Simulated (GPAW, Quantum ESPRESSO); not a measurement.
# K K ELNES/XANES of K (Im-3m) from DFT, part 3 of 4

Do two independent programs agree on the K K edge of K (Im-3m)? The same cell and functional are run with XSpectra and with GPAW.

Quantum ESPRESSO 7.5 and GPAW 26.7.0; core-hole supercells, plane-wave PAW LDA.

So far. Step 8 (Spectrum with XCH, K atom 1 (Quantum ESPRESSO)): The total-energy difference is 3613.12 eV. One term is added: -19.73 eV, since the hole is spin-paired here and a spin-polarised one costs that much less in the free atom (computed apart). The photon energy is then 3593.39 eV. The tabulated edge of the element is 3608.4 eV. The functional leaves an error in such absolute values: in the free atom LDA prices this hole 11.1 eV below PBE (computed apart), and PBE is itself good to a few eV.

The database entry behind the starting cell lists a temperature near 5 K, so it need not match the best structure at ambient conditions.

### Step 9. Another broadening

Level of this step: X-ray absorption near-edge structure, plane-wave PAW LDA, one-electron final states by a Lanczos continued fraction (Quantum ESPRESSO).

The final state's lifetime shortens with energy, so measured features broaden above the edge; the saved Lanczos coefficients are redrawn with a width that grows.

File xspectra_plot.in:

```
&input_xspectra
   calculation='xanes_dipole', edge='K'
   prefix='x', outdir='tmp', xiabs=1, xe0=1.7167
   xonly_plot=.true., x_save_file='xanes.sav'
   xniter=3000, xcheck_conv=20, xerror=0.005
   xcoordcrys=.false., xepsilon(1)=1, xepsilon(2)=0, xepsilon(3)=0
/
&plot
   xnepoint=413, xemin=-10, xemax=45, terminator=.true., cut_occ_states=.true.
   gamma_mode='variable', gamma_energy(1)=4, gamma_energy(2)=25, gamma_value(1)=0.37, gamma_value(2)=2.5
/
&pseudos
   filecore='../K.wfc'
/
&cut_occ
   cut_desmooth=0.1, cut_stepl=0.05, cut_stepu=0.05, cut_ierror=1e-5
/
6 6 6 0 0 0
```

Started as:

```console
$ OMP_NUM_THREADS=1 xspectra.x -in xspectra_plot.in > xspectra_plot.out
```

Numbers of over 12 decimals in the logs are rounded to 6 here.

The program printed:

```text
     [... banner and references ...]
Reading input_file
     -------------------------------------------------------------------------

     calculation: xanes_dipole

     xonly_plot: TRUE
        => only the spectrum plot

     main plot parameters:
        cut_occ_states: TRUE
        gamma_mode:  variable
        -> first, constant up to point ( 4.00, 0.37) [eV]
        -> then, linear up to point (25.00, 2.50) [eV]
        -> finally, constant up to xemax
        xemin [eV]: -10.00
        xemax [eV]:  45.00
        xnepoint:  413
[...]
xemin [eV]: -10.00
        xemax [eV]:  45.00
        xnepoint:  413
        energy-dependent broadening parameter:
         -> first, constant up to point ( 4.00, 0.37) [eV]
         -> then, linear up to point (25.00, 2.50) [eV]
         -> finally, constant up to xemax
        Core level energy [eV]:  -3608.
         (from electron binding energy of neutral atoms in X-ray data booklet)

     Cross-section successfully written in xanes.dat

     -------------------------------------------------------------------------
                                END JOB XSpectra
     -------------------------------------------------------------------------
[key lines of the parts left out:]
Fermi level [eV]:   2.0758
```

It took 3.1 s on 1 MPI rank of Arm Neoverse V2, shared host; peak memory 0.05 GiB.

With a Lorentzian half width 0.37 eV up to 4 eV, rising linearly to 2.5 eV at 25 eV, the maxima are 0.9 eV (1.40), 3.6 eV (1.18), 6.7 eV (1.80) and 17.5 eV (1.05).

### Step 10. The field without a hole (GPAW)

The second program starts from its own ground state, on the same cell and functional.

File scf.py:

```python
import numpy as np
from ase import Atoms
from ase.parallel import parprint, paropen
from gpaw import GPAW, PW, FermiDirac, Mixer, MixerDif, setup_paths
from gpaw.test import gen
setup_paths.insert(0, '.')
gen('K', name='nch1s', xcname='LDA', corehole=(1, 0, 0), write_xml=True)
from gpaw.mpi import world
world.barrier()

atoms = Atoms('K',
    cell=[[-2.6125, 2.6125, 2.6125],
     [2.6125, -2.6125, 2.6125],
     [2.6125, 2.6125, -2.6125]],
    scaled_positions=[[0, 0, 0]],
    pbc=True)
atoms.calc = calc = GPAW(legacy_gpaw=True, mode=PW(500, force_complex_dtype=True), xc='LDA', setups={0: 'nch1s'},
    kpts={'size': (7, 7, 7), 'gamma': True}, occupations=FermiDirac(0.05),
    charge=0, mixer=Mixer(0.1, 5, 50), maxiter=150,
    convergence={'density': 0.0001, 'eigenstates': 1e-6}, txt='scf.txt')
energy = atoms.get_potential_energy() + calc.get_reference_energy()
ef = calc.get_fermi_level()
out = dict(energy=energy, fermi=ef, forces=atoms.get_forces().tolist())
parprint(f'all-electron energy {energy:.4f} eV, Fermi level {ef:.4f} eV')
ev = np.array([[calc.get_eigenvalues(k, s) for k in range(len(calc.get_ibz_k_points()))] for s in range(calc.get_number_of_spins())])
out['homo'], out['lumo'], out['counts'] = ev[ev < ef].max(), ev[ev > ef].min(), sorted(set((ev < ef).sum((0, 2)).tolist()))
out['filled'] = (ev[:, 0] < ef).sum(1).tolist()
import json
with paropen('out.json', 'w') as f:
    json.dump(out, f)
```

Started as:

```console
$ OMP_NUM_THREADS=1 mpirun -n 8 gpaw python scf.py
```

The program printed:

```text
Input parameters:
  convergence: {density: 0.0001,
                eigenstates: 1e-06}
  kpts: {gamma: True,
         size: (7, 7, 7)}
  maxiter: 150
  mixer: {backend: pulay,
          beta: 0.1,
          method: separate,
          nmaxold: 5,
          weight: 50}
  mode: {ecut: 500.0,
         force_complex_dtype: True,
         name: pw}
  occupations: {fixmagmom: False,
                name: fermi-dirac,
[...]
3s(2) :    -1.292727     0.968078
4s(1) :    -0.089213     0.996153
3p(6) :    -0.692304     0.721542
*p    :     0.307696
*d    :     0.000000
--------------------------------

Diagonalizing with gridspacing h=0.050

state   all-electron     PAW
-------------------------------
3s:      -1.292727    -1.293301
3p:      -0.692304    -0.693571
*d:                    0.006385
*f:                    0.053587
-------------------------------
all-electron energy -16342.0270 eV, Fermi level 0.9053 eV
[key lines of the parts left out:]
Converged after 13 iterations.
Dipole moment: (0.000000, -0.000000, -0.000000) |e|*Ang
Free energy:     -1.360478
Fermi level: 0.90532
```

The job ended after 3 s (8 MPI ranks; peak memory 0.15 GiB; 22 s of CPU time).

The mesh shows no gap, so the system is treated as a metal and the core electron is put at the Fermi level (neutral cell).

### Step 11. Spectrum without a core hole, K atom 1 (GPAW)

This cheap baseline ignores the attraction of the hole: it shows the absorber's empty states as they are in the ground state. The data set with a hole of occupation 0 only carries the core orbital.

File xas.py:

```python
import numpy as np
from ase import Atoms
from ase.parallel import parprint, paropen
from gpaw import GPAW, PW, FermiDirac, Mixer, MixerDif, setup_paths
from gpaw.test import gen
setup_paths.insert(0, '.')
gen('K', name='nch1s', xcname='LDA', corehole=(1, 0, 0), write_xml=True)
from gpaw.mpi import world
world.barrier()

atoms = Atoms('K',
    cell=[[-2.6125, 2.6125, 2.6125],
     [2.6125, -2.6125, 2.6125],
     [2.6125, 2.6125, -2.6125]],
    scaled_positions=[[0, 0, 0]],
    pbc=True)
atoms.calc = calc = GPAW(legacy_gpaw=True, mode=PW(500, force_complex_dtype=True), xc='LDA', setups={0: 'nch1s'},
    kpts={'size': (9, 9, 9), 'gamma': True}, occupations=FermiDirac(0.1),
    charge=0, mixer=Mixer(0.1, 5, 50), maxiter=150,
    convergence={'density': 0.0001, 'eigenstates': 1e-6}, txt='scf.txt')
energy = atoms.get_potential_energy() + calc.get_reference_energy()
ef = calc.get_fermi_level()
out = dict(energy=energy, fermi=ef, forces=atoms.get_forces().tolist())
parprint(f'all-electron energy {energy:.4f} eV, Fermi level {ef:.4f} eV')
ev = np.array([[calc.get_eigenvalues(k, s) for k in range(len(calc.get_ibz_k_points()))] for s in range(calc.get_number_of_spins())])
out['homo'], out['lumo'], out['counts'] = ev[ev < ef].max(), ev[ev > ef].min(), sorted(set((ev < ef).sum((0, 2)).tolist()))
out['filled'] = (ev[:, 0] < ef).sum(1).tolist()

from ase.units import Ha
from gpaw.xas import dipole_matrix_elements
nb = int(calc.get_number_of_electrons() / 2) + 46
top, nb = nb, nb + 8 + nb // 12
nscf = calc.fixed_density(kpts={'size': (8, 8, 8), 'gamma': True}, nbands=nb,
    convergence={'bands': top, 'eigenstates': 5e-3}, maxiter=60, txt='nscf.txt')
cell = atoms.cell.array
ops = [cell.T @ U.T @ np.linalg.inv(cell.T) for U in nscf.wfs.kd.symmetry.op_scc]
E = np.arange(-25, 34, 0.1)
fwhm = np.interp(E, [4, 25], [0.9, 3.5])
Y, X, zero, highest = 0, 0, 1e9, 1e9
for spin in range(nscf.get_number_of_spins()):
    wfs = nscf.wfs
    mine = wfs.bd.get_slice()  # this rank's bands
    A = dipole_matrix_elements(wfs.setups[0])
    eps = np.zeros((wfs.kd.nibzkpts, nb))
    d = np.zeros((3, A.shape[1], wfs.kd.nibzkpts, nb), complex)
    for kpt in wfs.kpt_u:
        if kpt.s == spin and 0 in kpt.P_ani:
            eps[kpt.k, mine] = kpt.eps_n * Ha
            d[:, :, kpt.k, mine] = (kpt.weight * wfs.nspins / 2) ** 0.5 * np.inner(A, kpt.P_ani[0])
    world.sum(eps)
    world.sum(d)
    T = np.einsum('amkn,bmkn->abkn', d, d.conj()).real
    T = sum(np.einsum('ai,ijkn,bj->abkn', R, T, R) for R in ops) / len(ops)
    empty = eps > ef
    zero, highest = min(zero, eps[empty].min()), min(highest, eps[:, top - 1].min())
    lines = [(eps, T, empty)] if spin == 0 else lines + [(eps, T, empty)]
for eps, T, empty in lines:
    f = np.einsum('aakn->akn', T).reshape(3, -1)
    x = eps.ravel() - zero
    w = np.interp(x, E, fwhm) / 2.35482
    g = np.exp(-0.5 * ((E[:, None] - x) / w) ** 2) / (w * (2 * np.pi) ** 0.5)
    Y = Y + (f * empty.ravel()) @ g.T
    X = X + (f * ~empty.ravel()) @ g.T
out.update(E=E.round(2).tolist(), xas=Y.tolist(), xes=X.tolist(), zero=zero, valid=highest - zero, nk=len(eps), nb=nb)
for i in range(0, len(E), 10):
    parprint(f'{E[i]:7.2f}', *(f'{v:10.3e}' for v in Y[:, i]))
import json
with paropen('out.json', 'w') as f:
    json.dump(out, f)
```

Started as:

```console
$ OMP_NUM_THREADS=1 mpirun -n 8 gpaw python xas.py
```

The program printed:

```text
Input parameters:
  convergence: {density: 0.0001,
                eigenstates: 1e-06}
  kpts: {gamma: True,
         size: (9, 9, 9)}
  maxiter: 150
  mixer: {backend: pulay,
          beta: 0.1,
          method: separate,
          nmaxold: 5,
          weight: 50}
  mode: {ecut: 500.0,
         force_complex_dtype: True,
         name: pw}
  occupations: {fixmagmom: False,
                name: fermi-dirac,
[...]
*p    :     0.307696
*d    :     0.000000
--------------------------------

Diagonalizing with gridspacing h=0.050

state   all-electron     PAW
-------------------------------
3s:      -1.292727    -1.293301
3p:      -0.692304    -0.693571
*d:                    0.006385
*f:                    0.053587
-------------------------------
all-electron energy -16342.0281 eV, Fermi level 0.9230 eV
[...]
32.00  1.309e-06  1.309e-06  1.309e-06
  33.00  1.420e-06  1.420e-06  1.420e-06
[key lines of the parts left out:]
Converged after 13 iterations.
Dipole moment: (0.000000, -0.000000, -0.000000) |e|*Ang
Free energy:     -1.369615
Fermi level: 0.92295
```

Wall time 6.5 s (8 MPI ranks); peak memory 0.19 GiB; 51 s of CPU time.

The K K spectrum, K atom 1, no core hole (energy from the lowest empty level; intensity scaled to a mean of 1 over the first 20 eV):

| E (eV) | intensity |
| --- | --- |
| -2.0 | 0.00 |
| -1.0 | 0.01 |
| 0.0 | 0.33 |
| 1.0 | 0.88 |
| 2.0 | 0.64 |
| 3.0 | 0.60 |
| 4.0 | 0.56 |
| 5.0 | 0.59 |
| 6.0 | 0.90 |
| 7.0 | 2.20 |
| 8.0 | 1.48 |
| 9.0 | 0.71 |
| 10.0 | 0.78 |
| 11.0 | 0.91 |
| 12.0 | 1.14 |
| 13.0 | 1.14 |
| 14.0 | 1.01 |
| 15.0 | 0.91 |
| 16.0 | 0.96 |
| 17.0 | 1.12 |
| 18.0 | 1.29 |
| 19.0 | 1.32 |
| 20.0 | 1.17 |
| 21.0 | 1.01 |
| 22.0 | 0.94 |
| 23.0 | 0.94 |
| 24.0 | 0.99 |
| 25.0 | 1.05 |
| 26.0 | 1.08 |
| 27.0 | 1.06 |
| 28.0 | 0.97 |
| 29.0 | 0.88 |
| 30.0 | 0.88 |
| 31.0 | 1.00 |
| 32.0 | 1.16 |

Main maxima below 30 eV (height): 1.1 eV (0.89), 3.3 eV (0.64), 7.2 eV (2.28), 12.5 eV (1.17), 18.6 eV (1.33) and 26.2 eV (1.09). 

The same matrix elements for filled bands give the K K emission of K atom 1 (ground-state approximation; energy from the lowest empty level, largest value 1):

```
E (eV)  emission
-24.00      0.00
-23.25      0.00
-22.50      0.00
-21.75      0.00
-21.00      0.00
-20.25      0.00
-19.50      0.00
-18.75      0.00
-18.00      0.00
-17.25      0.00
-16.50      0.09
-15.75      0.95
-15.00      0.24
-14.25      0.00
-13.50      0.00
-12.75      0.00
-12.00      0.00
-11.25      0.00
-10.50      0.00
 -9.75      0.00
 -9.00      0.00
 -8.25      0.00
 -7.50      0.00
 -6.75      0.00
 -6.00      0.00
 -5.25      0.00
 -4.50      0.00
 -3.75      0.00
 -3.00      0.00
 -2.25      0.00
 -1.50      0.00
 -0.75      0.00
  0.00      0.00
  0.75      0.00
  1.50      0.00
  2.25      0.00
  3.00      0.00
```

Emission maxima: -15.6 eV (1.00).

### Step 12. Supercell without a hole, the energy reference (GPAW)

Total energies of two programs can't be mixed, so the cell and mesh of GPAW's hole run get a reference energy of their own.

scf.py: that of step 10 with these lines changed.

```diff
@@ -10,10 +10,13 @@
 
-atoms = Atoms('K',
-    cell=[[-2.6125, 2.6125, 2.6125],
-     [2.6125, -2.6125, 2.6125],
-     [2.6125, 2.6125, -2.6125]],
-    scaled_positions=[[0, 0, 0]],
+atoms = Atoms('K4',
+    cell=[[5.225, -5.225, 0],
+     [5.225, 0, -5.225],
+     [5.225, 0, 5.225]],
+    scaled_positions=[[0, 0, 0],
+     [0, 0.5, 0.5],
+     [0.5, 0.75, 0.25],
+     [0.5, 0.25, 0.75]],
     pbc=True)
 atoms.calc = calc = GPAW(legacy_gpaw=True, mode=PW(500, force_complex_dtype=True), xc='LDA', setups={0: 'nch1s'},
-    kpts={'size': (7, 7, 7), 'gamma': True}, occupations=FermiDirac(0.05),
+    kpts={'size': (5, 5, 5), 'gamma': True}, occupations=FermiDirac(0.1),
     charge=0, mixer=Mixer(0.1, 5, 50), maxiter=150,
```

Started as:

```console
$ OMP_NUM_THREADS=1 mpirun -n 8 gpaw python scf.py
```

The program printed:

```text
Input parameters:
  convergence: {density: 0.0001,
                eigenstates: 1e-06}
  kpts: {gamma: True,
         size: (5, 5, 5)}
  maxiter: 150
  mixer: {backend: pulay,
          beta: 0.1,
          method: separate,
          nmaxold: 5,
          weight: 50}
  mode: {ecut: 500.0,
         force_complex_dtype: True,
         name: pw}
  occupations: {fixmagmom: False,
                name: fermi-dirac,
[...]
3s(2) :    -1.292727     0.968078
4s(1) :    -0.089213     0.996153
3p(6) :    -0.692304     0.721542
*p    :     0.307696
*d    :     0.000000
--------------------------------

Diagonalizing with gridspacing h=0.050

state   all-electron     PAW
-------------------------------
3s:      -1.292727    -1.293301
3p:      -0.692304    -0.693571
*d:                    0.006385
*f:                    0.053587
-------------------------------
all-electron energy -65368.0907 eV, Fermi level 0.8951 eV
[key lines of the parts left out:]
Converged after 13 iterations.
Dipole moment: (-0.000000, 0.000000, 0.000000) |e|*Ang
Free energy:     -5.465274
Fermi level: 0.89507
```

The job ended after 6.2 s (8 MPI ranks; peak memory 0.19 GiB; 49 s of CPU time).

Reference energy: -65368.091 eV with the cores included.

(Continued in part 4 of 4.)

[Banner, clock and machine lines of the logs are left out without a mark of their own.]

[Logs are printed without paths, hosts, clocks, repeated set-up lines and the standing remarks that a program may print on its own settings, such as how far it seeks lower states.]

[Hosts, paths, dates, database ids (printed as entryN), source tags and the programs' standing remarks are cut or masked in the printed files.]

[Lists of maxima count a maximum above −3 eV only where it reaches 4 % of the highest in the window and stands out from its surroundings by 2 % of it (1.5 % where it reaches 55 %); shoulders and weaker maxima are passed over, and of the rest the first, up to two pre-edge ones and the few strongest are named.]
